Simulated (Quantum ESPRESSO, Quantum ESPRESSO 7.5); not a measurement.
## puckered PAs, 1 layer, stepped through strain along the second axis

Aim: how the results for puckered PAs, 1 layer change with strain along the second axis.

Program: Quantum ESPRESSO 7.5. Level of theory: plane-wave DFT, PBE, GBRV ultrasoft pseudopotentials. Results are calculated unless marked as measured.

Most raw output is cut from this account.

### Step 1. Starting point

The cell holds 4 atoms: 2 P and 2 As. Its edges and angles: a = 4.690 Å, b = 3.500 Å, c = 17.360 Å, α = 90.0°, β = 90.0°, γ = 90.0°. It derives from PAs. Vacuum lies along c.

As a file:

```cif
data_structure
_symmetry_space_group_name_H-M 'P 1'
_symmetry_Int_Tables_number 1
_cell_length_a 4.6900
_cell_length_b 3.5000
_cell_length_c 17.3600
_cell_angle_alpha 90.000
_cell_angle_beta 90.000
_cell_angle_gamma 90.000
_cell_volume 284.96
loop_
_atom_site_label
_atom_site_type_symbol
_atom_site_fract_x
_atom_site_fract_y
_atom_site_fract_z
_atom_site_occupancy
P1 P 0.09000 0.00000 0.43203 1
As2 As 0.41000 0.50000 0.43779 1
As3 As 0.91000 0.00000 0.56221 1
P4 P 0.59000 0.50000 0.56797 1
```

Set-up: Cell and atoms are first relaxed; each strained cell is then held, the other axis too, and the atoms relax in it. A periodic run with 15 Å of vacuum in the starting cell gives the vacuum levels, and bands follow along a path.

Members -2, -1, 0, 1 and 2 took the same steps and show in the table alone.

### Step 2. Variable-cell relaxation of the reference

What the set-up leaves free in this member is relaxed.

Input file ref.relax.in:

```
&control
  prefix = 'ref.relax'
  outdir = './out'
  pseudo_dir = './pseudo'
  nstep = 80
  forc_conv_thr = 0.0004
  calculation = 'vc-relax'
  etot_conv_thr = 1e-06
/
&system
  ibrav = 0
  nat = 4
  ntyp = 2
  ecutwfc = 50
  ecutrho = 250
  occupations = 'smearing'
  smearing = 'fd'
  degauss = 0.004
/
&electrons
  conv_thr = 1e-09
  mixing_beta = 0.4
  electron_maxstep = 120
  mixing_mode = 'plain'
/
&ions
/
&cell
  cell_dofree = '2Dxy'
  press_conv_thr = 0.3
/
ATOMIC_SPECIES
  P   30.9738  p_pbe_v1.5.uspp.F.UPF
  As  74.9216  as_pbe_v1.uspp.F.UPF
CELL_PARAMETERS angstrom
  4.69000000000000 0.00000000000000 0.00000000000000
  0.00000000000000 3.50000000000000 0.00000000000000
  0.00000000000000 0.00000000000000 17.36000000000000
ATOMIC_POSITIONS crystal
  P   0.090000000000 0.000000000000 0.432027649770
  As  0.410000000000 0.500000000000 0.437788018433
  As  0.910000000000 0.000000000000 0.562211981567
  P   0.590000000000 0.500000000000 0.567972350230
K_POINTS automatic
  8 8 1 0 0 0
```

Run with:

```sh
OMP_NUM_THREADS=1 mpirun -n 4 pw.x -nk 4 -in ref.relax.in > ref.relax.out
```

It took 4.9 min on 4 MPI ranks of AMD EPYC 9R14 (Zen 4), shared host; peak memory 0.97 GiB.

Step by step:

```csv
step,energy less that of the first step (eV),largest force (eV/Å),volume (Å³)
1,0.0000,1.0915,284.96
2,-0.0822,0.5728,286.20
3,-0.1157,0.1791,287.43
4,-0.1177,0.1583,287.52
5,-0.1197,0.1411,287.51
6,-0.1224,0.1278,287.40
7,-0.1261,0.1463,287.16
8,-0.1305,0.1541,286.70
9,-0.1343,0.1334,285.96
10,-0.1357,0.0947,285.58
11,-0.1369,0.0418,285.30
12,-0.1371,0.0180,285.34
13,-0.1372,0.0087,285.47
14,-0.1372,0.0108,285.58
15,-0.1373,0.0141,285.73
16,-0.1373,0.0126,285.88
17,-0.1374,0.0063,285.96
18,-0.1374,0.0010,285.96
19,-0.1374,0.0010,285.96
```

```
cell as run  before  after  change
      a (Å)   4.690  4.697  +0.2 %
      b (Å)   3.500  3.507  +0.2 %
```

The atoms that moved most (Å, along periodic axes as changes of fractional coordinates times the final cell, across vacuum about the mean position):

```
atom      dx     dy      dz  length
 As2   0.051  0.000  -0.097   0.110
 As3   0.051  0.000   0.097   0.110
  P1  -0.051  0.000   0.089   0.103
  P4  -0.051  0.000  -0.089   0.103
```

 The last row is no step: it is a fresh SCF in the final cell with a new plane-wave basis, -0 meV from the row before.

Read from the output:

| Item | Value |
| --- | --- |
| free energy | -1517.8001 eV |
| Fermi energy | -1.041 eV |

### Step 3. Relaxing the ions, -4 %

Input file m0.relax.in:

```
&control
  prefix = 'm0.relax'
  outdir = './out'
  pseudo_dir = './pseudo'
  nstep = 40
  forc_conv_thr = 0.0003
  calculation = 'relax'
  tstress = .true.
/
&system
  ibrav = 0
  nat = 4
  ntyp = 2
  ecutwfc = 50
  ecutrho = 250
  occupations = 'smearing'
  smearing = 'fd'
  degauss = 0.002
/
&electrons
  conv_thr = 1e-09
  mixing_beta = 0.4
  electron_maxstep = 120
  mixing_mode = 'plain'
/
&ions
/
ATOMIC_SPECIES
  P   30.9738  p_pbe_v1.5.uspp.F.UPF
  As  74.9216  as_pbe_v1.uspp.F.UPF
CELL_PARAMETERS angstrom
  4.69735889000000 0.00000000000000 0.00000000000000
  0.00000000000000 3.36643736160000 0.00000000000000
  0.00000000000000 0.00000000000000 17.36000000000000
ATOMIC_POSITIONS crystal
  P   0.079070297200 0.000000000000 0.437176016200
  As  0.420929702800 0.500000000000 0.432175094300
  As  0.920929702800 0.000000000000 0.567824905700
  P   0.579070297200 0.500000000000 0.562823983800
K_POINTS automatic
  8 8 1 0 0 0
```

Run with:

```sh
OMP_NUM_THREADS=1 mpirun -n 4 pw.x -nk 4 -in m0.relax.in > m0.relax.out
```

The job ended after 90 s (4 MPI ranks; peak memory 0.88 GiB; 6 min of CPU time).

Relaxation path:

```csv
step,energy less that of the first step (eV),largest force (eV/Å)
1,0.0000,0.2165
2,-0.0030,0.1314
3,-0.0045,0.0477
4,-0.0047,0.0217
5,-0.0048,0.0158
6,-0.0048,0.0083
```

The atoms that moved most (Å):

```csv
atom,dx,dy,dz,length
As3,0.010,0.000,0.007,0.012
As2,0.010,0.000,-0.007,0.012
P1,-0.010,0.000,-0.004,0.011
P4,-0.010,0.000,0.004,0.011
```

The relaxation lowers the energy by 1 meV an atom.

Read from the output:

```
free energy  : -1517.7286 eV
Fermi energy : -1.004 eV
```

### Step 4. Ground state, -4 %

The self-consistent run of this member.

Input file m0.scf.in:

```
&control
  prefix = 'm0.scf'
  outdir = './out'
  pseudo_dir = './pseudo'
  calculation = 'scf'
  tprnfor = .true.
/
&system
  ibrav = 0
  nat = 4
  ntyp = 2
  ecutwfc = 40
  ecutrho = 200
  occupations = 'smearing'
  smearing = 'fd'
  degauss = 0.002
  nbnd = 14
/
&electrons
  conv_thr = 1e-09
  mixing_beta = 0.4
  electron_maxstep = 120
  mixing_mode = 'plain'
/
ATOMIC_SPECIES
  P   30.9738  p_pbe_v1.5.uspp.F.UPF
  As  74.9216  as_pbe_v1.uspp.F.UPF
CELL_PARAMETERS angstrom
  4.69735889000000 0.00000000000000 0.00000000000000
  0.00000000000000 3.36643736160000 0.00000000000000
  0.00000000000000 0.00000000000000 17.36000000000000
ATOMIC_POSITIONS crystal
  P   0.076859933100 0.000000000000 0.436972639800
  As  0.423140066900 0.500000000000 0.431798838000
  As  0.923140066900 0.000000000000 0.568201162000
  P   0.576859933100 0.500000000000 0.563027360200
K_POINTS automatic
  8 8 1 0 0 0
```

Run with:

```sh
OMP_NUM_THREADS=1 mpirun -n 4 pw.x -nk 4 -in m0.scf.in > m0.scf.out
```

The job ended after 15 s (4 MPI ranks; peak memory 0.47 GiB).

This step gave:

* free energy: -1517.7250 eV
* valence top, on the run's zero: -1.359 eV
* conduction bottom, on the run's zero: -0.6525 eV
* gap by band count: 0.7067 eV

### Step 5. Electrostatic potential, -4 %

plot_num = 11 writes the bare and Hartree potential, from which vacuum levels or, in a crystal, the mean potential are read.

Input file m0.pot.in:

```
&inputpp
  prefix = 'm0.scf'
  outdir = './out'
  filplot = 'm0.pot.dat'
  plot_num = 11
/
```

Run with:

```sh
OMP_NUM_THREADS=1 mpirun -n 4 pp.x -in m0.pot.in > m0.pot.out
```

Run time: 1.4 s. Hardware: 4 MPI ranks; peak memory 0.11 GiB.

Read from the output:

```
slope of the potential above                                          : 1.40e-4 eV/Å
upper vacuum line continued to the top atoms, over the valence top    : 4.837 eV
slope of the potential below                                          : 4.59e-5 eV/Å
lower vacuum line continued to the bottom atoms, over the valence top : 4.838 eV
vacuum level at the upper face over the valence top of the mesh       : 4.838 eV
vacuum level at the lower face over the valence top of the mesh       : 4.838 eV
```

The potential energy, planar mean oscillates, so the rows of the table below give means over windows of 0.5 Å about each position, cut where the curve ends. Its maxima inside the range that stand out by 2 % of the span (Å: eV): 7.41: 10.2, 8.68: 0.646, 9.95: 10.2. Its minima: 6.83: -1.47, 8.10: -4.33, 9.26: -4.33, 10.53: -1.47.

Electrostatic potential energy of an electron; zero at the highest filled level of the SCF mesh. Table of potential energy, planar mean by z; means over each step:

z (Å), potential energy, planar mean (eV) and a bar from the least value:
```
      0.0        4.8 ###################
      0.5        4.8 ###################
      1.0        4.8 ###################
      1.5        4.8 ###################
      2.0        4.8 ###################
      2.5        4.8 ###################
      3.0        4.8 ###################
      3.5        4.8 ###################
      4.0        4.8 ###################
      4.5        4.8 ###################
      5.0        4.8 ###################
      5.5        4.7 ##################
      6.0        4.1 #################
      6.5        1.8 ##########
      7.0        1.5 #########
      7.5        8.7 ##############################
      8.0       -1.4 #
      8.5       -0.5 ###
      9.0       -1.6 
      9.5        1.6 #########
     10.0        8.2 #############################
     10.5        0.1 #####
     11.0        2.8 #############
     11.5        4.4 #################
     12.0        4.7 ##################
     12.5        4.8 ###################
     13.0        4.8 ###################
     13.5        4.8 ###################
     14.0        4.8 ###################
     14.5        4.8 ###################
     15.0        4.8 ###################
     15.5        4.8 ###################
     16.0        4.8 ###################
     16.5        4.8 ###################
     17.0        4.8 ###################
```

### Step 6. Bands along a path, -4 %

Bands along a path place the edges.

m0.bands.in, as its differences from the input of step 4:

```diff
@@ -1,7 +1,6 @@
 &control
-  prefix = 'm0.scf'
+  prefix = 'm0.bands'
   outdir = './out'
   pseudo_dir = './pseudo'
-  calculation = 'scf'
-  tprnfor = .true.
+  calculation = 'bands'
 /
@@ -16,6 +15,6 @@
   degauss = 0.002
-  nbnd = 14
+  nbnd = 16
 /
 &electrons
-  conv_thr = 1e-09
+  conv_thr = 1e-07
   mixing_beta = 0.4
@@ -36,3 +35,8 @@
   P   0.576859933100 0.500000000000 0.563027360200
-K_POINTS automatic
-  8 8 1 0 0 0
+K_POINTS crystal_b
+5
+  0.0000000000 0.0000000000 0.0000000000 12
+  0.5000000000 0.0000000000 0.0000000000 12
+  0.5000000000 0.5000000000 0.0000000000 12
+  0.0000000000 0.5000000000 0.0000000000 12
+  0.0000000000 0.0000000000 0.0000000000 1
```

Run with:

```sh
cp -r out/m0.scf.save out/m0.bands.save
cp out/m0.scf.xml out/m0.bands.xml
OMP_NUM_THREADS=1 mpirun -n 4 pw.x -nk 4 -in m0.bands.in > m0.bands.out
```

Run time: 24 s. Hardware: 4 MPI ranks; peak memory 0.39 GiB; 97 s of CPU time.

Band numbers count within the set of bands kept for display. The electronic bands at the labelled points (eV, zero at the highest filled level of the SCF mesh; v1 is the highest filled band, c1 the lowest empty one):

```
  point     v4     v3     v2     v1    c1    c2    c3    c4
      Γ  -2.39  -1.77  -0.86   0.00  0.71  2.46  3.25  3.72
halfway  -2.15  -1.36  -1.02  -0.63  1.77  2.45  2.71  3.48
      X  -1.55  -1.55  -0.76  -0.76  2.33  2.33  3.21  3.21
halfway  -2.65  -2.65  -1.22  -1.22  2.76  2.76  3.54  3.54
      S  -4.34  -4.34  -1.19  -1.19  2.58  2.58  4.10  4.10
halfway  -3.45  -3.45  -1.30  -1.30  1.85  1.85  3.14  3.14
      Y  -2.49  -2.49  -1.77  -1.77  1.20  1.20  1.96  1.96
halfway  -3.55  -2.68  -1.50  -0.38  1.32  1.37  3.37  3.45
      Γ  -2.39  -1.77  -0.86   0.00  0.71  2.46  3.25  3.72
```

Along this path the valence top lies at Γ and the conduction bottom at Γ.

### Step 7. Relaxation with pw.x, -3 %

Input file m1.relax.in:

```
&control
  prefix = 'm1.relax'
  outdir = './out'
  pseudo_dir = './pseudo'
  nstep = 40
  forc_conv_thr = 0.0003
  calculation = 'relax'
  tstress = .true.
/
&system
  ibrav = 0
  nat = 4
  ntyp = 2
  ecutwfc = 50
  ecutrho = 250
  occupations = 'smearing'
  smearing = 'fd'
  degauss = 0.002
/
&electrons
  conv_thr = 1e-09
  mixing_beta = 0.4
  electron_maxstep = 120
  mixing_mode = 'plain'
/
&ions
/
ATOMIC_SPECIES
  P   30.9738  p_pbe_v1.5.uspp.F.UPF
  As  74.9216  as_pbe_v1.uspp.F.UPF
CELL_PARAMETERS angstrom
  4.69735889000000 0.00000000000000 0.00000000000000
  0.00000000000000 3.40150441745000 0.00000000000000
  0.00000000000000 0.00000000000000 17.36000000000000
ATOMIC_POSITIONS crystal
  P   0.079070297200 0.000000000000 0.437176016200
  As  0.420929702800 0.500000000000 0.432175094300
  As  0.920929702800 0.000000000000 0.567824905700
  P   0.579070297200 0.500000000000 0.562823983800
K_POINTS automatic
  8 8 1 0 0 0
```

Run with:

```sh
OMP_NUM_THREADS=1 mpirun -n 4 pw.x -nk 4 -in m1.relax.in > m1.relax.out
```

Wall time 88 s (4 MPI ranks); peak memory 0.89 GiB; 5.8 min of CPU time.

Relaxation path:

| step | energy less that of the first step (eV) | largest force (eV/Å) |
| --- | --- | --- |
| 1 | 0.0000 | 0.1550 |
| 2 | -0.0015 | 0.0965 |
| 3 | -0.0024 | 0.0380 |
| 4 | -0.0025 | 0.0155 |
| 5 | -0.0025 | 0.0113 |
| 6 | -0.0025 | 0.0060 |

Final coordinates:

```xyz
4
Lattice="4.6974 0.0000 0.0000 0.0000 3.4015 0.0000 0.0000 0.0000 17.3600" Properties=species:S:1:pos:R:3
P     0.3638    0.0000    7.5866
As    1.9849    1.7008    7.4977
As    4.3336    0.0000    9.8623
P     2.7124    1.7008    9.7734
```

Read from the output:

| Item | Value |
| --- | --- |
| free energy | -1517.7610 eV |
| Fermi energy | -1.014 eV |

### Step 8. SCF with pw.x, -3 %

Input file m1.scf.in:

```
&control
  prefix = 'm1.scf'
  outdir = './out'
  pseudo_dir = './pseudo'
  calculation = 'scf'
  tprnfor = .true.
/
&system
  ibrav = 0
  nat = 4
  ntyp = 2
  ecutwfc = 40
  ecutrho = 200
  occupations = 'smearing'
  smearing = 'fd'
  degauss = 0.002
  nbnd = 14
/
&electrons
  conv_thr = 1e-09
  mixing_beta = 0.4
  electron_maxstep = 120
  mixing_mode = 'plain'
/
ATOMIC_SPECIES
  P   30.9738  p_pbe_v1.5.uspp.F.UPF
  As  74.9216  as_pbe_v1.uspp.F.UPF
CELL_PARAMETERS angstrom
  4.69735889000000 0.00000000000000 0.00000000000000
  0.00000000000000 3.40150441745000 0.00000000000000
  0.00000000000000 0.00000000000000 17.36000000000000
ATOMIC_POSITIONS crystal
  P   0.077439568900 0.000000000000 0.437017835100
  As  0.422560431100 0.500000000000 0.431895974000
  As  0.922560431100 0.000000000000 0.568104026000
  P   0.577439568900 0.500000000000 0.562982164900
K_POINTS automatic
  8 8 1 0 0 0
```

Run with:

```sh
OMP_NUM_THREADS=1 mpirun -n 4 pw.x -nk 4 -in m1.scf.in > m1.scf.out
```

Wall time 14 s (4 MPI ranks); peak memory 0.62 GiB; 53 s of CPU time.

Numbers from this step:

```
free energy                          : -1517.7574 eV
valence top, on the run's zero       : -1.394 eV
conduction bottom, on the run's zero : -0.6366 eV
gap by band count                    : 0.7572 eV
```

### Step 9. Relaxation with pw.x, 3 %

Input file m7.relax.in:

```
&control
  prefix = 'm7.relax'
  outdir = './out'
  pseudo_dir = './pseudo'
  nstep = 40
  forc_conv_thr = 0.0003
  calculation = 'relax'
  tstress = .true.
/
&system
  ibrav = 0
  nat = 4
  ntyp = 2
  ecutwfc = 50
  ecutrho = 250
  occupations = 'smearing'
  smearing = 'fd'
  degauss = 0.002
/
&electrons
  conv_thr = 1e-09
  mixing_beta = 0.4
  electron_maxstep = 120
  mixing_mode = 'plain'
/
&ions
/
ATOMIC_SPECIES
  P   30.9738  p_pbe_v1.5.uspp.F.UPF
  As  74.9216  as_pbe_v1.uspp.F.UPF
CELL_PARAMETERS angstrom
  4.69735889000000 0.00000000000000 0.00000000000000
  0.00000000000000 3.61190675255000 0.00000000000000
  0.00000000000000 0.00000000000000 17.36000000000000
ATOMIC_POSITIONS crystal
  P   0.079070297200 0.000000000000 0.437176016200
  As  0.420929702800 0.500000000000 0.432175094300
  As  0.920929702800 0.000000000000 0.567824905700
  P   0.579070297200 0.500000000000 0.562823983800
K_POINTS automatic
  8 8 1 0 0 0
```

Run with:

```sh
OMP_NUM_THREADS=1 mpirun -n 4 pw.x -nk 4 -in m7.relax.in > m7.relax.out
```

It took 1.7 min on 4 MPI ranks; peak memory 0.93 GiB; 6.8 min of CPU time.

Relaxation path:

| step | energy less that of the first step (eV) | largest force (eV/Å) |
| --- | --- | --- |
| 1 | 0.0000 | 0.1219 |
| 2 | -0.0010 | 0.0861 |
| 3 | -0.0016 | 0.0482 |
| 4 | -0.0019 | 0.0134 |
| 5 | -0.0019 | 0.0100 |
| 6 | -0.0019 | 0.0063 |

Final coordinates:

```cif
data_structure
_symmetry_space_group_name_H-M 'P 1'
_symmetry_Int_Tables_number 1
_cell_length_a 4.6974
_cell_length_b 3.6119
_cell_length_c 17.3600
_cell_angle_alpha 90.000
_cell_angle_beta 90.000
_cell_angle_gamma 90.000
_cell_volume 294.54
loop_
_atom_site_label
_atom_site_type_symbol
_atom_site_fract_x
_atom_site_fract_y
_atom_site_fract_z
_atom_site_occupancy
P1 P 0.08057 0.00000 0.43734 1
As2 As 0.41943 0.50000 0.43248 1
As3 As 0.91943 0.00000 0.56752 1
P4 P 0.58057 0.50000 0.56266 1
```

Numbers from this step:

```
free energy  : -1517.7665 eV
Fermi energy : -1.104 eV
```

(Continued in part 2 of 2.)

[Logs are printed without paths, hosts, clocks, repeated set-up lines and the standing remarks that a program may print on its own settings, such as how far it seeks lower states.]

[Hosts, paths, dates, database ids (printed as entryN), source tags and the programs' standing remarks are cut or masked in the printed files.]

[Maps of the electrostatic potential energy from Ansatz leave out the sawtooth potential of an applied field or a dipole correction, so their vacuum need not be flat; planar profiles and work functions include it.]
